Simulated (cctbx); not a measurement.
# Symmetry from intensities

Cell: a = 7.2680 Å, b = 14.1980 Å, c = 7.4650 Å, α = 90.00°, β = 90.00°, γ = 90.00°. Expected content of the cell: Lu8 Sn16 Nb12.

Simulated single-crystal data (cctbx): Ag Kα, λ = 0.56087 Å, to d = 0.7 Å, 95 % of the full sphere, strongest reflection 5000 counts, noise from counting, a 6 % proportional error and a noise floor of 15 counts (s.d.); no absorption.

A first pass over the reflections prints:

```text
8908 reflections to d = 0.700 A
centring   violations  <I/sigma> of those
    A       1882 of  4430      4.4
    B       1867 of  4446      4.3
    C       1809 of  4436      4.4
    I       1307 of  4420      3.0
    R       2426 of  5931      4.3
    F       2779 of  6656      4.4
Laue class    unique    Rint  (classes that these axes allow; Friedel mates merged)
P -1             4683   0.082
P 1 2/m 1        2440   0.099
P 1 1 2/m        2514   0.097
P 2/m 1 1        2517   0.098
P m m m          1391   0.106
space group    extra absences  I>4sigma  <I/sigma>
P 2 2 2                 0          0         -  acentric
P 2 2 21                9          0       0.2  acentric
P 21 2 2                9          0       0.6  acentric
P 2 21 2               19          0      -0.1  acentric
P 21 21 2              28          0       0.1  acentric
P 2 21 21              28          0      -0.0  acentric
P 21 2 21              18          0       0.4  acentric
P 21 21 21             37          0       0.1  acentric
P m m 2                 0          0         -  acentric
P 2 m m                 0          0         -  acentric
P m 2 m                 0          0         -  acentric
P 21 m a              312          0       0.0  acentric
P m 2 a               312          0       0.0  acentric
P n m 21              316          0      -0.0  acentric
P n 21 m              316          0      -0.0  acentric
P n 21 a              628          0      -0.0  acentric
P m m m                 0          0         -  centric
P m m a               312          0       0.0  centric
P n m m :1            316          0      -0.0  centric
P n m m :2            316          0      -0.0  centric
P n m a               628          0      -0.0  centric
Wilson B = 0.29 A^2   <|E^2-1|> = 0.928 (0.968 centric, 0.736 acentric)   E^2>4: 3.9 %
shell (A)         n   <I/sigma>
14.20 - 1.40    207     11.7
 1.40 - 1.11    181     12.6
 1.11 - 0.97    170      9.6
 0.97 - 0.88    167     12.4
 0.88 - 0.82    167      8.1
 0.82 - 0.77    173      8.9
 0.77 - 0.73    157      7.8
 0.73 - 0.70    169      8.2
```

**Question.** What are the lattice type, the Laue class and the likely space group?

Every centring test has many violations, so the lattice is primitive.

Rint stays low (0.082 to 0.106) up to P m m m, the highest class in these axes.

21 settings pass the absence test. The most absences obeyed, 628, belong to P n 21 a and P n m a, which absences can't tell apart.

⟨|E²−1|⟩ = 0.928 leans to a centrosymmetric structure. The Wilson B of 0.29 Å² means U ≈ 0.0037 Å².

The true group is Pnma (no. 62), Laue class mmm, centrosymmetric. The tables only narrow the choice to the tied entries; cell content, site symmetry and trial solutions must settle it.

This is a model crystal, built by substitution and not relaxed, with assumed displacement parameters.

[Logs are printed without paths, hosts, clocks, repeated set-up lines and the standing remarks that a program may print on its own settings, such as how far it seeks lower states.]
